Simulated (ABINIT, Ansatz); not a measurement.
# Hf (Hafnium): phonons by linear response

Aim: the phonon dispersion of Hf (Hafnium), checked by a second program.

Method: DFT PBEsol, scalar-relativistic, plane waves, PseudoDojo norm-conserving pseudopotentials, in ABINIT 10.8.3.

## Step 1: Starting point

Symmetry: P6_3/mmc, No. 194, hexagonal system. Conventional cell: a = 3.197 Å, b = 3.197 Å, c = 5.058 Å, α = 90.00°, β = 90.00°, γ = 120.00°. Nearest to Hf lie 12 Hf at 3.13 to 3.20 Å.

As a file:

```cif
data_structure
_symmetry_space_group_name_H-M 'P6_3/mmc'
_symmetry_Int_Tables_number 194
_cell_length_a 3.1967
_cell_length_b 3.1967
_cell_length_c 5.0578
_cell_angle_alpha 90.000
_cell_angle_beta 90.000
_cell_angle_gamma 120.000
_cell_volume 44.76
loop_
_atom_site_label
_atom_site_type_symbol
_atom_site_symmetry_multiplicity
_atom_site_Wyckoff_symbol
_atom_site_fract_x
_atom_site_fract_y
_atom_site_fract_z
_atom_site_occupancy
Hf1 Hf 2 c 0.33333 0.66667 0.25000 1
```

## Step 2: A first look

A first run with smearing and empty bands tells whether the crystal has a gap, which decides between fixed occupations and smearing later on.

probe.abi reads:

```
# ground state
tolvrs 1.0d-08
prtden 1
prtwf 1

# basis, mesh and filling
ecut 25.0
ngkpt 6 6 4
nshiftk 1
shiftk 0.0 0.0 0.0
istwfk *1
occopt 7
tsmear 0.005
nband 19
nstep 100
diemac 9.0
prtebands 0
prtgsr 0

# cell and atoms
acell 6.040887503 6.040887503 9.557856793
rprim 
    1.0 0.0 0.0
    -0.5 0.8660254038 0.0
    0.0 0.0 1.0
ntypat 1
znucl 72
natom 2
typat 1 1
xred 
    1/3 2/3 0.25
    2/3 1/3 0.75
pp_dirpath "./pseudo"
pseudos "Hf.upf"
```

On the command line:

```
> OMP_NUM_THREADS=1 mpirun -n 8 abinit probe.abi > probe.log
```

Numbers of over 12 decimals in the logs are rounded to 6 here.

probe.abo, the main output file:

```text
[banners, grids, parts of the stress and lines that vanish by symmetry left out]
- input  file    -> probe.abi
- output file    -> probe.abo
- root for input  files -> probei
[...]
Symmetries : space group P6_3/m m c (#194); Bravais hP (primitive hexag.)
[...]
mpw =        1824          nfft =       40500          nkpt =          21
[...]
== DATASET  1 ==================================================================
[...]
cutoff_energies: {ecut:  25.0, pawecutdg:  -1.0, }
[...]
ETOT  1  -112.70831485288    -1.127E+02 1.306E-01 1.878E+01
 ETOT  2  -112.76108121971    -5.277E-02 1.828E-02 8.876E-01
 ETOT  3  -112.76134541598    -2.642E-04 5.487E-03 5.646E-04
 ETOT  4  -112.76134567214    -2.562E-07 1.946E-03 9.740E-06
 ETOT  5  -112.76134567416    -2.011E-09 1.380E-03 1.023E-07
 ETOT  6  -112.76134567418    -2.102E-11 1.210E-03 1.395E-09
 At SCF step    6       vres2   =  1.40E-09 < tolvrs=  1.00E-08 =>converged.
[...]
sigma(1 1)=  1.35337793E-04  sigma(3 2)=  0.00000000E+00
  sigma(2 2)=  1.35337792E-04  sigma(3 1)=  0.00000000E+00
  sigma(3 3)=  1.09943426E-04  sigma(2 1)=  0.00000000E+00
[...]
convergence: {deltae: -2.102E-11, res2:  1.395E-09, residm:  1.210E-03, diffor: null, }
etotal    :  -1.12761346E+02
[...]
sigma(1 1)=  1.35337793E-04  sigma(3 2)=  0.00000000E+00
  sigma(2 2)=  1.35337792E-04  sigma(3 1)=  0.00000000E+00
  sigma(3 3)=  1.09943426E-04  sigma(2 1)=  0.00000000E+00
[...]
- sigma(1 1)=  3.98177534E+00  sigma(3 2)=  0.00000000E+00
- sigma(2 2)=  3.98177532E+00  sigma(3 1)=  0.00000000E+00
- sigma(3 3)=  3.23464727E+00  sigma(2 1)=  0.00000000E+00
[...]
fcart      2.2286834690E-29  1.2867310007E-29 -1.1539276088E-25
           strten      1.3533779287E-04  1.3533779245E-04  1.0994342602E-04
================================================================================

[key lines of the parts left out:]
pressure_GPa:  -3.7327E+00
```

Elapsed: 3.8 s, on 8 MPI ranks of Arm Neoverse V2, shared host.

Read from the output:

```yaml
volume_per_atom: 22.38 Å³
pressure: -3.733 GPa
gap_on_the_k_mesh: 0 eV
```

No gap opens on this mesh, so smearing is kept; the printed pressure holds the stress of the finite basis too.

## Step 3: Relaxing the cell and atoms

The harmonic expansion needs vanishing forces, and a free crystal bears no stress, so cell and atoms are brought to rest. Stress is more sensitive to the basis than forces are: the last 3 Ha under the cutoff are smoothed with ecutsm, and the cutoff is raised above that of the later runs.

relax.abi reads:

```
# relaxation
ionmov 2
optcell 2
dilatmx 1.08
ntime 40
tolmxf 1.0d-05
tolvrs 1.0d-14
prtwf 0
prtden 0
chksymtnons 0

# basis, mesh and filling
ecut 32.0
ecutsm 3.0
ngkpt 12 12 6
nshiftk 1
shiftk 0.0 0.0 0.0
istwfk *1
occopt 7
tsmear 0.01
nband 19
nstep 100
diemac 1000000.0
prtebands 0
prtgsr 0

# cell and atoms
acell 6.040887503 6.040887503 9.557856793
rprim 
    1.0 0.0 0.0
    -0.5 0.8660254038 0.0
    0.0 0.0 1.0
ntypat 1
znucl 72
natom 2
typat 1 1
xred 
    1/3 2/3 0.25
    2/3 1/3 0.75
pp_dirpath "./pseudo"
pseudos "Hf.upf"
```

On the command line:

```
> OMP_NUM_THREADS=1 mpirun -n 8 abinit relax.abi > relax.log
```

relax.abo, the main output file:

```text
[banners, grids, parts of the stress and lines that vanish by symmetry left out]
- input  file    -> relax.abi
- output file    -> relax.abo
- root for input  files -> relaxi
[...]
Symmetries : space group P6_3/m m c (#194); Bravais hP (primitive hexag.)
[...]
mpw =        3333          nfft =       69984          nkpt =          76
[...]
== DATASET  1 ==================================================================
[...]
cutoff_energies: {ecut:  32.0, pawecutdg:  -1.0, }
[...]
ETOT  1  -112.71141389904    -1.127E+02 1.606E-01 2.874E+01
 ETOT  2  -112.76332121041    -5.191E-02 3.493E-02 3.918E-01
 ETOT  3  -112.76340346501    -8.225E-05 4.442E-03 6.858E-03
 ETOT  4  -112.76340433080    -8.658E-07 4.047E-03 4.924E-05
 ETOT  5  -112.76340433632    -5.523E-09 3.430E-03 3.181E-07
[...]
At SCF step    9       vres2   =  8.79E-16 < tolvrs=  1.00E-14 =>converged.
[...]
sigma(1 1)=  1.13307941E-04  sigma(3 2)=  0.00000000E+00
  sigma(2 2)=  1.13307940E-04  sigma(3 1)=  0.00000000E+00
  sigma(3 3)=  1.13098752E-04  sigma(2 1)=  0.00000000E+00
[...]
convergence: {deltae:  1.393E-12, res2:  8.788E-16, residm:  4.957E-04, diffor: null, }
etotal    :  -1.12763404E+02
[...]
ETOT  1  -112.76327738917    -1.128E+02 4.078E-01 3.071E+00
[...]
At SCF step    8       vres2   =  9.38E-15 < tolvrs=  1.00E-14 =>converged.
[...]
sigma(1 1)=  7.77646701E-05  sigma(3 2)=  0.00000000E+00
  sigma(2 2)=  7.77646697E-05  sigma(3 1)=  0.00000000E+00
  sigma(3 3)=  7.59595821E-05  sigma(2 1)=  0.00000000E+00
[...]
convergence: {deltae: -9.379E-13, res2:  9.384E-15, residm:  9.801E-03, diffor: null, }
etotal    :  -1.12763697E+02
[...]
ETOT  1  -112.76219002956    -1.128E+02 4.242E-01 1.293E+01
[...]
At SCF step    9       vres2   =  2.02E-16 < tolvrs=  1.00E-14 =>converged.
[...]
sigma(1 1)= -5.54214632E-07  sigma(3 2)=  0.00000000E+00
  sigma(2 2)= -5.54215075E-07  sigma(3 1)=  0.00000000E+00
  sigma(3 3)= -5.36478090E-06  sigma(2 1)=  0.00000000E+00
[...]
convergence: {deltae: -1.151E-12, res2:  2.023E-16, residm:  2.950E-05, diffor: null, }
etotal    :  -1.12763937E+02
[...]
ETOT  1  -112.76393582042    -1.128E+02 1.243E-05 9.414E-03
[...]
At SCF step    7       vres2   =  1.77E-15 < tolvrs=  1.00E-14 =>converged.
[...]
sigma(1 1)=  1.39151275E-06  sigma(3 2)=  0.00000000E+00
  sigma(2 2)=  1.39151230E-06  sigma(3 1)=  0.00000000E+00
  sigma(3 3)= -2.73343286E-06  sigma(2 1)=  0.00000000E+00
[...]
convergence: {deltae: -1.421E-14, res2:  1.769E-15, residm:  4.928E-06, diffor: null, }
etotal    :  -1.12763937E+02
[...]
ETOT  1  -112.76393705404    -1.128E+02 4.256E-06 1.037E-03
[...]
At SCF step    7       vres2   =  1.96E-16 < tolvrs=  1.00E-14 =>converged.
[...]
sigma(1 1)=  1.61937176E-06  sigma(3 2)=  0.00000000E+00
  sigma(2 2)=  1.61937132E-06  sigma(3 1)=  0.00000000E+00
[...]
convergence: {deltae:  2.132E-13, res2:  1.965E-16, residm:  3.771E-06, diffor: null, }
etotal    :  -1.12763937E+02
[...]
ETOT  1  -112.76393649906    -1.128E+02 3.404E-06 4.796E-03
[...]
At SCF step    7       vres2   =  2.74E-15 < tolvrs=  1.00E-14 =>converged.
[...]
convergence: {deltae: -1.094E-12, res2:  2.745E-15, residm:  9.655E-07, diffor: null, }
etotal    :  -1.12763937E+02
[...]
ETOT  1  -112.76393734251    -1.128E+02 4.485E-04 8.224E-04
[...]
At SCF step    7       vres2   =  4.77E-16 < tolvrs=  1.00E-14 =>converged.
[...]
sigma(2 2)=  3.17247257E-07  sigma(3 1)=  0.00000000E+00
  sigma(3 3)=  2.79584484E-07  sigma(2 1)=  0.00000000E+00
[...]
convergence: {deltae: -8.384E-13, res2:  4.771E-16, residm:  1.861E-06, diffor: null, }
etotal    :  -1.12763937E+02
[...]
ETOT  1  -112.76393746319    -1.128E+02 1.842E-06 1.488E-04
[...]
ETOT  5  -112.76393748337     1.222E-12 4.662E-07 6.556E-13
 ETOT  6  -112.76393748337    -3.126E-13 1.684E-06 8.319E-15
 At SCF step    6       vres2   =  8.32E-15 < tolvrs=  1.00E-14 =>converged.
[...]
sigma(1 1)=  1.84498643E-08  sigma(3 2)=  0.00000000E+00
  sigma(2 2)=  1.84494220E-08  sigma(3 1)=  0.00000000E+00
  sigma(3 3)=  4.96852834E-08  sigma(2 1)=  0.00000000E+00
[...]
convergence: {deltae: -3.126E-13, res2:  8.319E-15, residm:  1.684E-06, diffor: null, }
etotal    :  -1.12763937E+02
[...]
At Broyd/MD step   8, gradients are converged :
[...]
sigma(1 1)=  1.84498643E-08  sigma(3 2)=  0.00000000E+00
  sigma(2 2)=  1.84494220E-08  sigma(3 1)=  0.00000000E+00
  sigma(3 3)=  4.96852834E-08  sigma(2 1)=  0.00000000E+00
[...]
- sigma(1 1)=  5.42813748E-04  sigma(3 2)=  0.00000000E+00
- sigma(2 2)=  5.42800734E-04  sigma(3 1)=  0.00000000E+00
- sigma(3 3)=  1.46179151E-03  sigma(2 1)=  0.00000000E+00
[...]
fcart      4.5054918087E-29 -2.6012469086E-29 -0.0000000000E+00
           strten      1.8449864279E-08  1.8449421969E-08  4.9685283443E-08
================================================================================

[key lines of the parts left out:]
pressure_GPa:  -8.4914E-04
Total energy (etotal) [Ha]= -1.12763937483370E+02
```

Run time: 1.9 min. Hardware: 8 MPI ranks; 15 min of CPU time.

Step by step:

```tsv
step	energy less that of the first step (eV)	largest force (eV/Å)	volume (Å³)
1	0.0000	0.0000	44.76
2	-0.0080	0.0000	44.31
3	-0.0145	0.0000	43.37
4	-0.0145	0.0000	43.40
5	-0.0145	0.0000	43.40
6	-0.0145	0.0000	43.41
7	-0.0145	0.0000	43.40
8	-0.0145	0.0000	43.40
```

```tsv
conventional cell, symmetrised	before	after	change
a (Å)	3.197	3.163	-1.1 %
b (Å)	3.197	3.163	-1.1 %
c (Å)	5.058	5.010	-0.9 %
volume (Å³/atom)	22.38	21.70	-3.0 %
```

Final coordinates:

```xyz
2
Lattice="3.1626 0.0000 0.0000 -1.5813 2.7389 0.0000 0.0000 0.0000 5.0101" Properties=species:S:1:pos:R:3 pbc="T T T"
Hf    0.0000    1.8259    1.2525
Hf    1.5813    0.9130    3.7576
```

Read from the output:

- volume per atom: 21.70 Å³
- pressure: -8.49e-4 GPa

The volume changes by -3.0 % in this run and stands -3.0 % from the first cell.

## Step 4: Self-consistent run for the response

The response is built on these wavefunctions, so the potential is converged far more tightly than an energy would need. Smearing stays on, as the first look found no gap above 0.3 eV.

gs.abi reads:

```
# ground state
tolvrs 1.0d-16
prtden 1
prtwf 1

# basis, mesh and filling
ecut 25.0
ngkpt 12 12 6
nshiftk 1
shiftk 0.0 0.0 0.0
istwfk *1
occopt 7
tsmear 0.01
nband 19
nstep 100
diemac 1000000.0
prtebands 0
prtgsr 0

# cell and atoms
acell 5.976362487 5.976362487 9.467776422
rprim 
    1.0 0.0 0.0
    -0.5 0.8660254038 0.0
    0.0 0.0 1.0
ntypat 1
znucl 72
natom 2
typat 1 1
xred 
    1/3 2/3 0.25
    2/3 1/3 0.75
pp_dirpath "./pseudo"
pseudos "Hf.upf"
```

On the command line:

```
> OMP_NUM_THREADS=1 mpirun -n 8 abinit gs.abi > gs.log
```

gs.abo, the main output file:

```text
[banners, grids, parts of the stress and lines that vanish by symmetry left out]
- input  file    -> gs.abi
- output file    -> gs.abo
- root for input  files -> gsi
[...]
Symmetries : space group P6_3/m m c (#194); Bravais hP (primitive hexag.)
[...]
mpw =        1785          nfft =       40500          nkpt =          76
[...]
== DATASET  1 ==================================================================
[...]
cutoff_energies: {ecut:  25.0, pawecutdg:  -1.0, }
[...]
ETOT  1  -112.71523435489    -1.127E+02 1.467E-01 1.736E+01
 ETOT  2  -112.76339597024    -4.816E-02 3.213E-02 4.527E-01
 ETOT  3  -112.76353808674    -1.421E-04 5.097E-03 1.164E-03
 ETOT  4  -112.76353837096    -2.842E-07 2.753E-03 2.098E-05
 ETOT  5  -112.76353837510    -4.141E-09 1.250E-03 1.269E-07
[...]
ETOT  9  -112.76353837513    -7.248E-13 1.218E-04 2.267E-16
 ETOT 10  -112.76353837513     6.537E-13 1.184E-04 2.346E-18
 At SCF step   10       vres2   =  2.35E-18 < tolvrs=  1.00E-16 =>converged.
[...]
sigma(1 1)=  1.83245016E-05  sigma(3 2)=  0.00000000E+00
  sigma(2 2)=  1.83245011E-05  sigma(3 1)=  0.00000000E+00
  sigma(3 3)=  1.84520291E-05  sigma(2 1)=  0.00000000E+00
[...]
convergence: {deltae:  6.537E-13, res2:  2.346E-18, residm:  1.184E-04, diffor: null, }
etotal    :  -1.12763538E+02
[...]
sigma(1 1)=  1.83245016E-05  sigma(3 2)=  0.00000000E+00
  sigma(2 2)=  1.83245011E-05  sigma(3 1)=  0.00000000E+00
  sigma(3 3)=  1.84520291E-05  sigma(2 1)=  0.00000000E+00
[...]
- sigma(1 1)=  5.39125449E-01  sigma(3 2)=  0.00000000E+00
- sigma(2 2)=  5.39125436E-01  sigma(3 1)=  0.00000000E+00
- sigma(3 3)=  5.42877439E-01  sigma(2 1)=  0.00000000E+00
[...]
fcart     -2.2527459044E-29  3.9018703629E-29 -0.0000000000E+00
           strten      1.8324501552E-05  1.8324501109E-05  1.8452029114E-05
================================================================================

[key lines of the parts left out:]
pressure_GPa:  -5.4038E-01
```

Elapsed: 12 s, on 8 MPI ranks.

Numbers from this step:

```
pressure : -0.5404 GPa
```

The cell stands at -0.54 GPa: the relaxation ran with a smoothed and higher cutoff, and the difference is a stress of the finite basis.

(Continued in part 2 of 4.)

[Host names and launcher messages were left out of these logs when they were recorded.]

[Logs are printed without paths, hosts, clocks, repeated set-up lines and the standing remarks that a program may print on its own settings, such as how far it seeks lower states.]

[Hosts, paths, dates, database ids (printed as entryN), source tags and the programs' standing remarks are cut or masked in the printed files.]
